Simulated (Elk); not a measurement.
## E(M) of Cobalt

How stiff is the moment of Cobalt, and are there other minima?

Method: LDA (Perdew-Wang); all-electron APW+lo, Dirac cores, scalar-relativistic bands, in Elk 11.2.3 (patched build).

## 1. Starting point

It takes space group P6_3/mmc (No. 194, hexagonal). The conventional cell has a = 2.507 Å, b = 2.507 Å, c = 4.070 Å, α = 90.00°, β = 90.00°, γ = 120.00°. Nearest to Co lie 12 Co at 2.50 to 2.51 Å.

## 2. Unconstrained state

The free run shows where the moment settles by itself and gives the state from which the held runs start.

The last three numbers of an atom's line are a seed field in its sphere. It points against the wanted moment and shrinks by the factor reducebf each loop.

elk.in

```
tasks
  0

xctype
  3

rgkmax
  7.0

nempty
  10

swidth
  0.003

reducebf
  0.5

epsengy
  1e-05

maxscl
  120

spinpol
  .true.

sppath
  './'

avec
  4.73829928489 0.00000000000 0.00000000000
  -2.36914964244 4.10348755135 0.00000000000
  0.00000000000 0.00000000000 7.69099635461

atoms
  1
  'Co.in'
  2
  0.3333333333 0.6666666667 0.2500000000   0.000000 0.000000 -0.100000
  0.6666666667 0.3333333333 0.7500000000   0.000000 0.000000 -0.100000

ngridk
  14 14 8
```

The run is started by

```bash
$ OMP_NUM_THREADS=4 elk
```

Numbers of over 12 decimals in the logs are rounded to 6 here.

What it wrote:

```text
Warning(init1): few empty states an atom for a second variation :    10.00000000
 they are its basis, with spin, DFT+U, afieldc (12 by default), in Hartree-Fock and RDMFT; 30 and more for pressures
Warning(gndstate): core states of species 1 leak from the muffin-tin :   0.6994773018E-03

--- INFO.OUT ---
┌─────────────────────────┐
│ Elk code version 11.2.3 │
└─────────────────────────┘

All units are atomic (Hartree, Bohr, etc.)

┌─────────────────────────────────────────────────┐
│ Ground-state run starting from atomic densities │
└─────────────────────────────────────────────────┘

Lattice vectors :
   4.738299285       0.000000000       0.000000000
  -2.369149642       4.103487551       0.000000000
   0.000000000       0.000000000       7.690996355

Reciprocal lattice vectors :
   1.326042305      0.7655908820      -0.000000000
   0.000000000       1.531181764       0.000000000
   0.000000000      -0.000000000      0.8169533592

Unit cell volume      :    149.5402886
Brillouin zone volume :    1.658751737

Muffin-tin inner radius fraction :   0.1000000000E-01

Nuclei treated as point charges

Species : 1 (Co)
 parameters loaded from : Co.in
 name : cobalt
 nuclear charge    :   -27.00000000
 electronic charge :    27.00000000
 atomic mass :    107428.6517
 muffin-tin radius :    2.334644196
 number of radial points in muffin-tin :    497
 inner part over the whole radius :   0.9766825461E-02
 number on inner part of muffin-tin    :    350
 approximate nuclear radius :   0.7243775530E-04
 number of mesh points to nuclear radius :    167
 atomic positions (lattice), magnetic fields (Cartesian) :
  1 :   0.33333333  0.16666667  0.25000000    0.00000000  0.00000000 -0.10000000
  2 :  -0.33333333 -0.16666667 -0.25000000    0.00000000  0.00000000 -0.10000000

Total number of atoms per unit cell :    2
Total muffin-tin volume :    106.6057705
 ratio of muffin-tin to unit cell volume :   0.7128899609

Spin treatment :
 spin-polarised
 global magnetic field (Cartesian) :    0.000000000       0.000000000       0.000000000
 collinear magnetisation in z-direction

Number of Bravais lattice symmetries :   24
Number of crystal symmetries         :   24
Crystal has inversion symmetry
Real symmetric eigensolver will be used

k-point grid :     14    14     8
k-point offset :    0.000000000       0.000000000       0.000000000
k-point set is reduced with full crystal symmetry group
Total number of k-points :      120

Muffin-tin radius times maximum |G+k| :    7.000000000
 using average radius
Maximum |G+k| for APW functions       :    2.998315551
Maximum (1/2)|G+k|²                   :    4.494948072
Maximum |G| for potential and density :    12.00000000
Constant for pseudocharge density :    7
 order of it for each species :   14
 order of it for pair densities of each species (exact exchange by exxq0 0: 14) :   10
Radial integration step length :    1

G-vector grid sizes :     20    20    30
Number of G-vectors :     4331

Maximum angular momentum used for
 APW functions            :    8
 outer part of muffin-tin :    6
 inner part of muffin-tin :    2

Total nuclear charge    :   -54.00000000
Total core charge       :    24.00000000
Total valence charge    :    30.00000000
Total excess charge     :    0.000000000
Total electronic charge :    54.00000000

Effective Wigner radius, rₛ :   0.8711480090

Number of empty states         :     20
Total number of valence states :     72
Total number of core states    :     24

Third-order local-orbitals added for an l without core states : T
Total number of local-orbitals :     44

Exchange-correlation functional :      3     0     0
 Perdew-Wang/Ceperley-Alder, Phys. Rev. B 45, 13244 (1992)
 gradient requirement :    0
 local density approximation (LDA)

Smearing type :    3
 Fermi-Dirac
Smearing width :   0.3000000000E-02
Effective electronic temperature (K) :    947.3250744

Mixing type :    3
 Broyden mixing, J. Phys. A: Math. Gen. 17, L317 (1984)

Kohn-Sham potential initialised from atomic data

┌──────────────────────────────┐
│ Self-consistent loop started │
└──────────────────────────────┘

┌─────────────────┐
│ Loop number : 1 │
└─────────────────┘

Energies :
 Fermi                       :     0.198442
 sum of occupied eigenvalues :     -1609.2060513329
 electron kinetic            :      2818.1884299869
 core electron kinetic       :      2550.5173940420
 Coulomb                     :     -5486.2863118875
 Coulomb potential           :     -4276.0142765271
 nuclear-nuclear             :     -499.77031406297
 electron-nuclear            :     -5717.6123791343
 Hartree                     :      731.09638130974
 Madelung                    :     -3348.2791736240
 xc potential                :     -151.16216239953
 xc effective B-field        :    -0.152758
 external B-field            :      0.000000
 exchange                    :     -109.69492683383
 correlation                 :     -4.666099
 electron entropic           :    -0.15710005340131E-02
 total energy                :     -2782.4604787336
 (external B-field energy excluded from total)

Density of states at Fermi energy :    53.14193707
 (states/Hartree/unit cell)

Estimated indirect band gap :   0.6415084218E-03
 from k-point 119 to k-point 39
Estimated direct band gap   :   0.9999601505E-03
 at k-point 4

Charges :
 core                        :    24.00000000
 valence                     :    30.00000000
 interstitial                :    1.756643761
 muffin-tins (core leakage)
  species : 1 (Co)
   atom 1                    :    26.12167812     (  0.7257729751E-03)
   atom 2                    :    26.12167812     (  0.7257729751E-03)
 total in muffin-tins        :    52.24335624
 total calculated charge     :    53.99686243
 total charge                :    54.00000000
 error                       :   0.3137572096E-02

Moments :
 interstitial                :  -0.1003381583
 muffin-tins
  species : 1 (Co)
   atom 1                    :    1.909259409
   atom 2                    :    1.909259409
 total in muffin-tins        :    3.818518819
 total moment                :    3.718180660

┌─────────────────┐
│ Loop number : 2 │
└─────────────────┘

Energies :
 Fermi                       :     0.198856
 sum of occupied eigenvalues :     -1609.2045483305
 electron kinetic            :      2817.9228495721
 core electron kinetic       :      2550.3234423250
 Coulomb                     :     -5486.4121526871
 Coulomb potential           :     -4275.9570351290
 nuclear-nuclear             :     -499.77031406297
 electron-nuclear            :     -5717.9220704539
 Hartree                     :      731.28023182972
 Madelung                    :     -3348.4336351226
 xc potential                :     -150.95799527897
 xc effective B-field        :    -0.152279
 external B-field            :      0.000000
 exchange                    :     -109.70577678691
 correlation                 :     -4.666452
 electron entropic           :    -0.15652353398391E-02
 total energy                :     -2782.8630969811
 (external B-field energy excluded from total)

Density of states at Fermi energy :    52.90882904
 (states/Hartree/unit cell)

Estimated indirect band gap :   0.1849447774E-03
 from k-point 39 to k-point 4
Estimated direct band gap   :   0.9994256288E-03
 at k-point 4

Charges :
 core                        :    24.00000000
 valence                     :    30.00000000
 interstitial                :    1.753316830
 muffin-tins (core leakage)
  species : 1 (Co)
   atom 1                    :    26.12334158     (  0.7249214401E-03)
   atom 2                    :    26.12334158     (  0.7249214401E-03)
 total in muffin-tins        :    52.24668317
 total calculated charge     :    53.99686441
 total charge                :    54.00000000
 error                       :   0.3135586424E-02

Moments :
 interstitial                :  -0.1005969732
 muffin-tins
  species : 1 (Co)
   atom 1                    :    1.905827261
   atom 2                    :    1.905827261
 total in muffin-tins        :    3.811654523
 total moment                :    3.711057549

RMS change in Kohn-Sham potential (target) :   0.4944155942     (  0.1000000000E-05)
Absolute change in total energy (target)   :   0.4026182475     (  0.1000000000E-04)

[... loops 3 to 15 left out ...]

┌──────────────────┐
│ Loop number : 16 │
└──────────────────┘

Energies :
 Fermi                       :     0.284877
 sum of occupied eigenvalues :     -1604.5120219718
 electron kinetic            :      2821.9438822580
 core electron kinetic       :      2551.0977540664
 Coulomb                     :     -5489.6006726211
 Coulomb potential           :     -4274.7062728585
 nuclear-nuclear             :     -499.77031406297
 electron-nuclear            :     -5725.5990489078
 Hartree                     :      735.76869034970
 Madelung                    :     -3352.2475361918
 xc potential                :     -151.64255627187
 xc effective B-field        :    -0.107075
 external B-field            :      0.000000
 exchange                    :     -109.95355049119
 correlation                 :     -4.677459
 electron entropic           :    -0.16130543511153E-02
 total energy                :     -2782.2894126551
 (external B-field energy excluded from total)

Density of states at Fermi energy :    53.90709344
 (states/Hartree/unit cell)

Estimated indirect band gap :   0.5100363253E-03
 from k-point 59 to k-point 103
Estimated direct band gap   :   0.3094987970E-02
 at k-point 103

Charges :
 core                        :    24.00000000
 valence                     :    30.00000000
 interstitial                :    1.669578328
 muffin-tins (core leakage)
  species : 1 (Co)
   atom 1                    :    26.16521084     (  0.6994773153E-03)
   atom 2                    :    26.16521084     (  0.6994773153E-03)
 total in muffin-tins        :    52.33042167
 total calculated charge     :    53.99694734
 total charge                :    54.00000000
 error                       :   0.3052662382E-02

Moments :
 interstitial                :  -0.8117003454E-01
 muffin-tins
  species : 1 (Co)
   atom 1                    :    1.608135298
   atom 2                    :    1.608135298
 total in muffin-tins        :    3.216270597
 total moment                :    3.135100562

RMS change in Kohn-Sham potential (target) :   0.1774960341E-06 (  0.1000000000E-05)
Absolute change in total energy (target)   :   0.3001118330E-05 (  0.1000000000E-04)

Convergence targets achieved

┌──────────────────┐
│ Loop number : 17 │
└──────────────────┘

Energies :
 Fermi                       :     0.284877
 sum of occupied eigenvalues :     -1604.5120242193
 electron kinetic            :      2821.9438850607
 core electron kinetic       :      2551.0977538857
 Coulomb                     :     -5489.6006770261
 Coulomb potential           :     -4274.7062724842
 nuclear-nuclear             :     -499.77031406297
 electron-nuclear            :     -5725.5990579728
 Hartree                     :      735.76869500972
 Madelung                    :     -3352.2475407840
 xc potential                :     -151.64256151277
 xc effective B-field        :    -0.107075
 external B-field            :      0.000000
 exchange                    :     -109.95355093435
 correlation                 :     -4.677459
 electron entropic           :    -0.16130519225702E-02
 total energy                :     -2782.2894146870
 (external B-field energy excluded from total)

Density of states at Fermi energy :    53.90702317
 (states/Hartree/unit cell)

Estimated indirect band gap :   0.5099351905E-03
 from k-point 59 to k-point 103
Estimated direct band gap   :   0.3094890750E-02
 at k-point 103

Charges :
 core                        :    24.00000000
 valence                     :    30.00000000
 interstitial                :    1.669578291
 muffin-tins (core leakage)
  species : 1 (Co)
   atom 1                    :    26.16521085     (  0.6994773018E-03)
   atom 2                    :    26.16521085     (  0.6994773018E-03)
 total in muffin-tins        :    52.33042171
 total calculated charge     :    53.99694734
 total charge                :    54.00000000
 error                       :   0.3052662261E-02

Moments :
 interstitial                :  -0.8117153805E-01
 muffin-tins
  species : 1 (Co)
   atom 1                    :    1.608135977
   atom 2                    :    1.608135977
 total in muffin-tins        :    3.216271954
 total moment                :    3.135100416

┌──────────────────────────────┐
│ Self-consistent loop stopped │
└──────────────────────────────┘

Warning : core states of species 1 leak from the muffin-tin :   0.6994773018E-03

Wrote STATE.OUT
```

Wall time 40 s (4 threads of Arm Neoverse V1, shared host); peak memory 0.13 GiB; 2.6 min of CPU time.

This step gave:

```yaml
density_of_states_at_the_fermi_level: 1.981 states/eV/cell
moment_between_the_spheres: -0.08117 μB
magnetization: 3.135 μB
final_state: ferromagnetic
largest_moment: 1.608 μB
```

After 17 cycles the largest moment stands at 1.61 μB.

[end of part 1 of 2]

[Logs and program files are shortened in this print: banners, set-up blocks, solver, clock and traceback lines can be left out without a mark of their own.]

[Logs are printed without paths, hosts, clocks, repeated set-up lines and the standing remarks that a program may print on its own settings, such as how far it seeks lower states.]

[Hosts, paths, dates, database ids (printed as entryN), source tags and the programs' standing remarks are cut or masked in the printed files.]

[Where a cell is said to come from a database of computed structures, the database is the Materials Project.]
